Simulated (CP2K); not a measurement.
The F K edge of trifluoromethylacetaldehyde was computed by TDDFT (CP2K XAS_TDP, aug-cc-pVDZ, TDA) at these levels: PBE, PBEh(45%) and PBEh(45%) + GW2X. The first three lines of F5 (bonded to C) with a strength over 0.0015, energy in eV and strength:

```
run           first          second           third
  1  662.92 (0.002)  663.32 (0.002)  664.29 (0.002)
  2  690.67 (0.029)  691.53 (0.006)  692.14 (0.007)
  3  684.14 (0.029)  685.00 (0.006)  685.61 (0.007)
```

Q: Which run is which?

Run 1: PBE (0 % exact exchange). Run 2: PBEh(45%) + GW2X (45 % exact exchange). Run 3: PBEh(45%) (45 % exact exchange). Self-interaction lifts the core level, so the uncorrected lines rise with the share of exact exchange. The GW2X run keeps the spacings of its parent: 0.86 eV between the first two lines in run 2, 0.86 eV in run 3. Its shift is +6.53 eV, since the Kohn–Sham level at this share of exchange lies that far above the quasiparticle level.

[Banner, clock and machine lines of the logs are left out without a mark of their own.]

[Logs are printed without paths, hosts, clocks, repeated set-up lines and the standing remarks that a program may print on its own settings, such as how far it seeks lower states.]

[Hosts, paths, dates, database ids (printed as entryN), source tags and the programs' standing remarks are cut or masked in the printed files.]
